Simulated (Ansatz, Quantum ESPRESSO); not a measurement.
# 1T-PbSTe, 1 layer: biaxial strain by an ASE script, part 2 of 2

How do the band edges of 1T-PbSTe, 1 layer move against the vacuum when the sheet is stretched?

Quantum ESPRESSO 7.5; plane-wave DFT, PBE, GBRV ultrasoft pseudopotentials; geometry by Ansatz 0.2.0 with PAW datasets.

So far: Set-up; Geometry from Ansatz.

## (3) Running the series

Under ESM bc1 levels count from the vacuum, or from the mean of the two vacuum levels where the sheet has a dipole, so band edges at unlike strains can be compared.

Level of this step: plane-wave DFT, PBE, GBRV ultrasoft pseudopotentials (Quantum ESPRESSO 7.5).

File run.py:

```python
import json
import numpy as np
from ase import Atoms
from ase.calculators.espresso import Espresso, EspressoProfile

profile = EspressoProfile(command='mpirun -n 2 pw.x -nk 2', pseudo_dir='../pseudo')
pseudopotentials = {'Pb': 'pb_pbe_v1.uspp.F.UPF', 'S': 's_pbe_v1.4.uspp.F.UPF', 'Te': 'te_pbe_v1.uspp.F.UPF'}
system = {'ecutwfc': 40, 'ecutrho': 200, 'occupations': 'smearing', 'smearing': 'fd', 'degauss': 0.002}


def calculator(name, kpts, **extra):
    data = dict(control=dict(tprnfor=True, verbosity='high', disk_io='none'),
                system=system | extra,
                electrons=dict(conv_thr=1e-09, mixing_beta=0.4, mixing_mode='plain',
                               electron_maxstep=100))
    return Espresso(profile=profile, directory=name, pseudopotentials=pseudopotentials, kpts=kpts, input_data=data)


def centre(atoms):
    z = atoms.positions[:, 2]
    atoms.positions[:, 2] -= (z.max() + z.min()) / 2  # ESM wants the slab about z = 0
    return atoms

sheet = Atoms(
    ['Te', 'Pb', 'S'],
    scaled_positions=[
        [0.6666666667, 0.3333333333, 0.3828218746],
        [0.0000000000, 0.0000000000, 0.5239955789],
        [0.3333333333, 0.6666666667, 0.6098343196]],
    cell=[
        [3.828819357944, 0.000000000000, 0.000000000000],
        [-1.914409678972, 3.315854830481, 0.000000000000],
        [0.000000000000, 0.000000000000, 17.832731541900]],
    pbc=True)

rows = []
for strain in [-0.03, -0.015, 0.0, 0.015, 0.03]:
    atoms = sheet.copy()
    atoms.set_cell(sheet.cell.array * [[1 + strain], [1 + strain], [1]], scale_atoms=True)
    atoms = centre(atoms)
    atoms.calc = calculator(f's{strain:+.3f}', (12, 12, 1), assume_isolated='esm', esm_bc='bc1', nbnd=17)
    energy = atoms.get_potential_energy()
    levels = np.array([atoms.calc.get_eigenvalues(kpt=i) for i in range(len(atoms.calc.get_ibz_k_points()))])
    top, bottom = levels[:, 12].max(), levels[:, 13].min()
    direct = (levels[:, 13] - levels[:, 12]).min()
    rows.append([strain, energy, top, bottom, direct])
    print(f'strain {strain:+.3f}: E = {energy:.5f} eV, valence top {top:.3f}, conduction bottom {bottom:.3f}, '
          f'gap {bottom - top:.3f}, least direct gap {direct:.3f} eV')

x, energy, top, bottom, direct = np.array(rows).T
area = np.linalg.norm(np.cross(*sheet.cell[:2]))
stiffness = np.polyfit(x, energy, 2)[0] / area * 16.0218  # C11 + C12, heights clamped
print(f'valence and conduction edges move by {np.polyfit(x, top, 1)[0]:.2f} and {np.polyfit(x, bottom, 1)[0]:.2f} eV per unit biaxial strain')
print(f'C11 + C12 with clamped heights: {stiffness:.1f} N/m')
json.dump(dict(rows=rows, stiffness=stiffness), open('result.json', 'w'))
```

On the command line:

```sh
$ OMP_NUM_THREADS=1 python run.py
```

Output:

```text
strain -0.030: E = -2921.59844 eV, valence top -4.016, conduction bottom -6.144, gap -2.128, least direct gap 0.000 eV
strain -0.015: E = -2921.63791 eV, valence top -4.234, conduction bottom -6.157, gap -1.924, least direct gap 0.000 eV
strain +0.000: E = -2921.64836 eV, valence top -4.435, conduction bottom -6.172, gap -1.737, least direct gap 0.000 eV
strain +0.015: E = -2921.63351 eV, valence top -4.620, conduction bottom -6.188, gap -1.568, least direct gap 0.000 eV
strain +0.030: E = -2921.59675 eV, valence top -4.791, conduction bottom -6.205, gap -1.414, least direct gap 0.000 eV
valence and conduction edges move by -12.91 and -1.03 eV per unit biaxial strain
C11 + C12 with clamped heights: 71.2 N/m
```

It took 6.4 min on 2 MPI ranks of Arm Neoverse V2, shared host; peak memory 0.48 GiB.

The input that ASE wrote for the first run, and its log:

```
&CONTROL
   verbosity        = 'high'
   tprnfor          = .true.
   disk_io          = 'none'
   pseudo_dir       = '../pseudo'
/
&SYSTEM
   nbnd             = 17
   ecutwfc          = 40
   ecutrho          = 200
   occupations      = 'smearing'
   degauss          = 0.002
   smearing         = 'fd'
   assume_isolated  = 'esm'
   esm_bc           = 'bc1'
   ntyp             = 3
   nat              = 3
   ibrav            = 0
/
&ELECTRONS
   electron_maxstep = 100
   conv_thr         = 1e-09
   mixing_mode      = 'plain'
   mixing_beta      = 0.4
/
&IONS
/
&CELL
/
&FCP
/
&RISM
/
ATOMIC_SPECIES
Te 127.6 te_pbe_v1.uspp.F.UPF
Pb 207.2 pb_pbe_v1.uspp.F.UPF
S 32.06 s_pbe_v1.4.uspp.F.UPF

K_POINTS automatic
12 12 1  0 0 0

CELL_PARAMETERS angstrom
3.71395477720568 0.00000000000000 0.00000000000000
-1.85697738860284 3.21637918556657 0.00000000000000
0.00000000000000 0.00000000000000 17.83273154190000

ATOMIC_POSITIONS angstrom
Te 1.8569773888 1.0721263951 -2.0241259942  
Pb 0.0000000000 0.0000000000 0.4933867754  
S -0.0000000002 2.1442527905 2.0241259942
```

```text
Program PWSCF v.7.5 starts
[citation notice left out]

     Parallel version (MPI & OpenMP), running on       2 processor cores
     Number of MPI processes:                 2
     Threads/MPI process:                     1

     MPI processes distributed on     1 nodes
[... 1 line left out ...]

Warning: card &CELL ignored
Warning: card &FCP ignored
Warning: card &RISM ignored

     Current dimensions of program PWSCF are:
     Max number of different atomic species (ntypx) = 10
     Max number of k-points (npk) =  40000
     Max angular momentum in pseudopotentials (lmaxx) =  4
     Message from routine setup:
     using ibrav=0 with symmetry is DISCOURAGED, use correct ibrav instead

     K-points division:     npool     =       2
     Subspace diagonalization in iterative solution of the eigenvalue problem:
     a serial algorithm will be used

     G-vector sticks info
     --------------------
     sticks:   dense  smooth     PW     G-vecs:    dense   smooth      PW
     Sum         673     547    163                68731    49125    8109

     Using Slab Decomposition

     bravais-lattice index     =            0
     lattice parameter (alat)  =       7.0184  a.u.
     unit-cell volume          =    1437.5347 (a.u.)^3
     number of atoms/cell      =            3
     number of atomic types    =            3
     number of electrons       =        26.00
     number of Kohn-Sham states=           17
     kinetic-energy cutoff     =      40.0000  Ry
     charge density cutoff     =     200.0000  Ry
     scf convergence threshold =      1.0E-09
     mixing beta               =       0.4000
     number of iterations used =            8  plain     mixing
     Exchange-correlation=  SLA  PW   PBX  PBC
                           (   1   4   3   4   0   0   0)

     Effective Screening Medium Method
     =================================
     Boundary Conditions: Vacuum-Slab-Vacuum
     total charge in unit cell        =   0.0000
     grid points for fit at edges     =        4

[... 10 lines left out ...]
     PseudoPot. # 1 for Te read from file:
     ../pseudo/te_pbe_v1.uspp.F.UPF
     Pseudo is Ultrasoft + core correction, Zval =  6.0
     Generated by new atomic code, or converted to UPF format
     Using radial grid of  891 points,  5 beta functions with:
                l(1) =   0
                l(2) =   0
                l(3) =   1
                l(4) =   1
                l(5) =   2
     Q(r) pseudized with  6 coefficients,  rinner =    1.800   1.800   1.800
                                                       1.800   1.800

     PseudoPot. # 2 for Pb read from file:
     ../pseudo/pb_pbe_v1.uspp.F.UPF
     Pseudo is Ultrasoft + core correction, Zval = 14.0
     Generated by new atomic code, or converted to UPF format
     Using radial grid of  899 points,  6 beta functions with:
                l(1) =   0
                l(2) =   0
                l(3) =   1
[... 559 lines left out ...]

          k = 0.0000 0.0000 0.0000 (  6109 PWs)   bands (ev):

   -22.0874 -22.0874 -22.0253 -21.9442 -21.9442 -19.1232 -17.0289 -12.8839
    -7.9904  -6.4094  -6.4094  -5.3938  -4.0157  -4.0157  -2.0562  -0.6724
    -0.3178

     occupation numbers
     1.0000   1.0000   1.0000   1.0000   1.0000   1.0000   1.0000   1.0000
     1.0000   1.0000   1.0000   0.0085   0.0000   0.0000   0.0000   0.0000
     0.0000

[... 144 lines left out ...]

     the Fermi energy is    -5.5234 ev

!    total energy              =    -214.73354379 Ry
     estimated scf accuracy    <          3.5E-10 Ry
     smearing contrib. (-TS)   =      -0.00049283 Ry
     internal energy E=F+TS    =    -214.73305096 Ry

     The total energy is F=E-TS. E is the sum of the following terms:
     one-electron contribution =     606.46263148 Ry
     hartree contribution      =    -299.88716028 Ry
     xc contribution           =     -86.21656554 Ry
     ewald contribution        =    -435.09195662 Ry

     convergence has been achieved in  25 iterations

     negative rho (up, down):  2.022E-02 0.000E+00

     Forces acting on atoms (cartesian axes, Ry/au):

     atom    1 type  1   force =     0.00000000    0.00000000   -0.00676383
     atom    2 type  2   force =     0.00000000    0.00000000   -0.00936782
     atom    3 type  3   force =     0.00000000    0.00000000    0.01615788
     The non-local contrib.  to forces
     atom    1 type  1   force =     0.00000000   -0.00000000   -0.03850341
     atom    2 type  2   force =     0.00000000   -0.00000000    0.18093041
     atom    3 type  3   force =     0.00000000    0.00000000   -0.21967389
     The ionic contribution  to forces
     atom    1 type  1   force =    -0.00000000    0.00000000  -34.82083919
     atom    2 type  2   force =    -0.00000000    0.00000000    2.60034295
     atom    3 type  3   force =     0.00000000   -0.00000000   32.22049624
     The local contribution  to forces
     atom    1 type  1   force =    -0.00000000    0.00000000   34.86255212
     atom    2 type  2   force =     0.00000000    0.00000000   -2.79813897
     atom    3 type  3   force =     0.00000000   -0.00000000  -31.99634540
     The core correction contribution to forces
     atom    1 type  1   force =     0.00000000   -0.00000000   -0.01000017
     atom    2 type  2   force =     0.00000000   -0.00000000    0.00750874
     atom    3 type  3   force =    -0.00000000    0.00000000    0.01170065
     The Hubbard contrib.    to forces
     atom    1 type  1   force =     0.00000000    0.00000000    0.00000000
     atom    2 type  2   force =     0.00000000    0.00000000    0.00000000
     atom    3 type  3   force =     0.00000000    0.00000000    0.00000000
     The SCF correction term to forces
     atom    1 type  1   force =     0.00000000   -0.00000000    0.00002682
     atom    2 type  2   force =    -0.00000000   -0.00000000   -0.00001096
     atom    3 type  3   force =     0.00000000   -0.00000000   -0.00001972

     Total force =     0.019864     Total SCF correction =     0.000035
     Message from routine punch:
     Nothing written, as per user request (disk_io='none')

[... 1 line left out ...]

[... 1 line left out ...]

[... 1 line left out ...]

[... 3 lines left out ...]

[... 1 line left out ...]

[... 2 lines left out ...]

[... 1 line left out ...]

[... 1 line left out ...]

=------------------------------------------------------------------------------=
   JOB DONE.
=------------------------------------------------------------------------------=
```

Read from the output:

```
biaxial stiffness : 71.21 N/m
```

The band edge from the vacuum level by biaxial strain:

```tsv
biaxial strain (%)	valence top (eV)	conduction bottom (eV)
-3.00	-4.02	-6.14
-1.50	-4.23	-6.16
0.00	-4.43	-6.17
1.50	-4.62	-6.19
3.00	-4.79	-6.21
```

Gap against biaxial strain:

```tsv
biaxial strain (%)	on the mesh (eV)	least direct (eV)
-3.00	-2.13	0
-1.50	-1.92	0
0.00	-1.74	0
1.50	-1.57	0
3.00	-1.41	0
```

The energy over the lowest by biaxial strain:

```tsv
biaxial strain (%)	energy over the lowest (meV)
-3.00	49.9
-1.50	10.5
0.00	0
1.50	14.8
3.00	51.6
```

## (4) Running the series: PBE, SG15 norm-conserving

Level of this step: plane-wave DFT, PBE, SG15 norm-conserving pseudopotentials (Quantum ESPRESSO 7.5).

run.py, as its differences from the input of step 3:

```diff
@@ -6,4 +6,4 @@
 profile = EspressoProfile(command='mpirun -n 2 pw.x -nk 2', pseudo_dir='../pseudo')
-pseudopotentials = {'Pb': 'pb_pbe_v1.uspp.F.UPF', 'S': 's_pbe_v1.4.uspp.F.UPF', 'Te': 'te_pbe_v1.uspp.F.UPF'}
-system = {'ecutwfc': 40, 'ecutrho': 200, 'occupations': 'smearing', 'smearing': 'fd', 'degauss': 0.002}
+pseudopotentials = {'Pb': 'Pb_ONCV_PBE-1.2.upf', 'S': 'S_ONCV_PBE-1.2.upf', 'Te': 'Te_ONCV_PBE-1.2.upf'}
+system = {'ecutwfc': 60, 'ecutrho': 240, 'occupations': 'smearing', 'smearing': 'fd', 'degauss': 0.002}
 
@@ -40,7 +40,7 @@
     atoms = centre(atoms)
-    atoms.calc = calculator(f's{strain:+.3f}', (12, 12, 1), assume_isolated='esm', esm_bc='bc1', nbnd=17)
+    atoms.calc = calculator(f's{strain:+.3f}', (12, 12, 1), assume_isolated='esm', esm_bc='bc1', nbnd=22)
     energy = atoms.get_potential_energy()
     levels = np.array([atoms.calc.get_eigenvalues(kpt=i) for i in range(len(atoms.calc.get_ibz_k_points()))])
-    top, bottom = levels[:, 12].max(), levels[:, 13].min()
-    direct = (levels[:, 13] - levels[:, 12]).min()
+    top, bottom = levels[:, 17].max(), levels[:, 18].min()
+    direct = (levels[:, 18] - levels[:, 17]).min()
     rows.append([strain, energy, top, bottom, direct])
```

On the command line:

```sh
$ OMP_NUM_THREADS=1 python run.py
```

Output:

```text
strain -0.030: E = -4191.96302 eV, valence top -4.023, conduction bottom -6.139, gap -2.117, least direct gap 0.000 eV
strain -0.015: E = -4192.00701 eV, valence top -4.241, conduction bottom -6.155, gap -1.914, least direct gap 0.000 eV
strain +0.000: E = -4192.02156 eV, valence top -4.441, conduction bottom -6.171, gap -1.730, least direct gap 0.000 eV
strain +0.015: E = -4192.01037 eV, valence top -4.626, conduction bottom -6.188, gap -1.562, least direct gap 0.000 eV
strain +0.030: E = -4191.97694 eV, valence top -4.796, conduction bottom -6.205, gap -1.409, least direct gap 0.000 eV
valence and conduction edges move by -12.88 and -1.10 eV per unit biaxial strain
C11 + C12 with clamped heights: 72.4 N/m
```

It took 13 min on 2 MPI ranks; peak memory 0.4 GiB.

Read from the output:

```
biaxial stiffness : 72.35 N/m
```

Table of band edge from the vacuum level by biaxial strain:

```tsv
biaxial strain (%)	valence top (eV)	conduction bottom (eV)
-3.00	-4.02	-6.14
-1.50	-4.24	-6.16
0.00	-4.44	-6.17
1.50	-4.63	-6.19
3.00	-4.80	-6.21
```

Table of gap by biaxial strain:

```tsv
biaxial strain (%)	on the mesh (eV)	least direct (eV)
-3.00	-2.12	0
-1.50	-1.91	1.0e-4
0.00	-1.73	0
1.50	-1.56	0
3.00	-1.41	0
```

Table of energy over the lowest by biaxial strain:

```tsv
biaxial strain (%)	energy over the lowest (meV)
-3.00	58.5
-1.50	14.6
0.00	0
1.50	11.2
3.00	44.6
```

## (5) The script, with ecutrho = 20

One more run, with a changed input.

Level of this step: plane-wave DFT, PBE, GBRV ultrasoft pseudopotentials (Quantum ESPRESSO 7.5).

run.py, as its differences from the input of step 3:

```diff
@@ -7,3 +7,3 @@
 pseudopotentials = {'Pb': 'pb_pbe_v1.uspp.F.UPF', 'S': 's_pbe_v1.4.uspp.F.UPF', 'Te': 'te_pbe_v1.uspp.F.UPF'}
-system = {'ecutwfc': 40, 'ecutrho': 200, 'occupations': 'smearing', 'smearing': 'fd', 'degauss': 0.002}
+system = {'ecutwfc': 40, 'ecutrho': 20, 'occupations': 'smearing', 'smearing': 'fd', 'degauss': 0.002}
 
@@ -14,3 +14,3 @@
                 electrons=dict(conv_thr=1e-09, mixing_beta=0.4, mixing_mode='plain',
-                               electron_maxstep=100))
+                               electron_maxstep=60))
     return Espresso(profile=profile, directory=name, pseudopotentials=pseudopotentials, kpts=kpts, input_data=data)
@@ -36,3 +36,3 @@
 rows = []
-for strain in [-0.03, -0.015, 0.0, 0.015, 0.03]:
+for strain in [-0.03, -0.015, 0.0]:
     atoms = sheet.copy()
```

On the command line:

```sh
$ OMP_NUM_THREADS=1 python run.py
```

Output:

```text
subprocess.CalledProcessError: the calculator's command failed
```

It took 2 s on 2 MPI ranks; peak memory 0.16 GiB.

The input that ASE wrote for the run that failed, and its log:

```
&CONTROL
   verbosity        = 'high'
   tprnfor          = .true.
   disk_io          = 'none'
   pseudo_dir       = '../pseudo'
/
&SYSTEM
   nbnd             = 17
   ecutwfc          = 40
   ecutrho          = 20
   occupations      = 'smearing'
   degauss          = 0.002
   smearing         = 'fd'
   assume_isolated  = 'esm'
   esm_bc           = 'bc1'
   ntyp             = 3
   nat              = 3
   ibrav            = 0
/
&ELECTRONS
   electron_maxstep = 60
   conv_thr         = 1e-09
   mixing_mode      = 'plain'
   mixing_beta      = 0.4
/
&IONS
/
&CELL
/
&FCP
/
&RISM
/
ATOMIC_SPECIES
Te 127.6 te_pbe_v1.uspp.F.UPF
Pb 207.2 pb_pbe_v1.uspp.F.UPF
S 32.06 s_pbe_v1.4.uspp.F.UPF

K_POINTS automatic
12 12 1  0 0 0

CELL_PARAMETERS angstrom
3.71395477720568 0.00000000000000 0.00000000000000
-1.85697738860284 3.21637918556657 0.00000000000000
0.00000000000000 0.00000000000000 17.83273154190000

ATOMIC_POSITIONS angstrom
Te 1.8569773888 1.0721263951 -2.0241259942  
Pb 0.0000000000 0.0000000000 0.4933867754  
S -0.0000000002 2.1442527905 2.0241259942
```

```text
Program PWSCF v.7.5 starts
[citation notice left out]

     Parallel version (MPI & OpenMP), running on       2 processor cores
     Number of MPI processes:                 2
     Threads/MPI process:                     1

     MPI processes distributed on     1 nodes
[... 1 line left out ...]

Warning: card &CELL ignored
Warning: card &FCP ignored
Warning: card &RISM ignored

     Current dimensions of program PWSCF are:
     Max number of different atomic species (ntypx) = 10
     Max number of k-points (npk) =  40000
     Max angular momentum in pseudopotentials (lmaxx) =  4

 %%%%%%%%%%%%%%%%%%%%%%%%%%%%%%%%%%%%%%%%%%%%%%%%%%%%%%%%%%%%%%%%%%%%%%%%%%%%%%
     Error in routine set_cutoff (1):
     ecutrho <= ecutwfc?!?
 %%%%%%%%%%%%%%%%%%%%%%%%%%%%%%%%%%%%%%%%%%%%%%%%%%%%%%%%%%%%%%%%%%%%%%%%%%%%%%

     stopping ...
```

The program refused the input before any cycle.

The fault put into the input: a density cutoff under four times the waves' (ecutrho = 20).

ecutrho can't lie under ecutwfc; four times for norm-conserving files and more for ultrasoft ones is the rule.

## (6) By hand

Under equal strain ε in the plane, E = A (C11 + C12) ε². From the points at ±1.5 %: d²E/dε² = (10.46 + 14.85 − 2 × 0.00) meV / 0.015² = 112 eV, and 112/(2 × 12.696 Å²) × 16.02 = 71 N/m.

## (7) Outcome

```yaml
c11_c12_heights_clamped_pbe_gbrv_ultrasoft: 71 N/m
c11_c12_heights_clamped_pbe_sg15_norm_conserving: 72 N/m
```

In words: The sheet's biaxial stiffness comes to 71 N/m (PBE, GBRV ultrasoft). The bands overlap at every strain: the sheet is a metal, and edges by band count are no gaps. Heights are clamped under strain, which makes a sheet with several atomic planes too stiff. Semilocal gaps are too small. The sheet carries a dipole, so the two faces have unlike vacuum levels and the zero lies between them. Spin-orbit coupling is left out; depending on the atoms that carry the levels of interest, it can split and shift them by tenths of an eV to an eV or more.

[Logs are printed without paths, hosts, clocks, repeated set-up lines and the standing remarks that a program may print on its own settings, such as how far it seeks lower states.]

[Hosts, paths, dates, database ids (printed as entryN), source tags and the programs' standing remarks are cut or masked in the printed files.]

[Maps of the electrostatic potential energy from Ansatz leave out the sawtooth potential of an applied field or a dipole correction, so their vacuum need not be flat; planar profiles and work functions include it.]
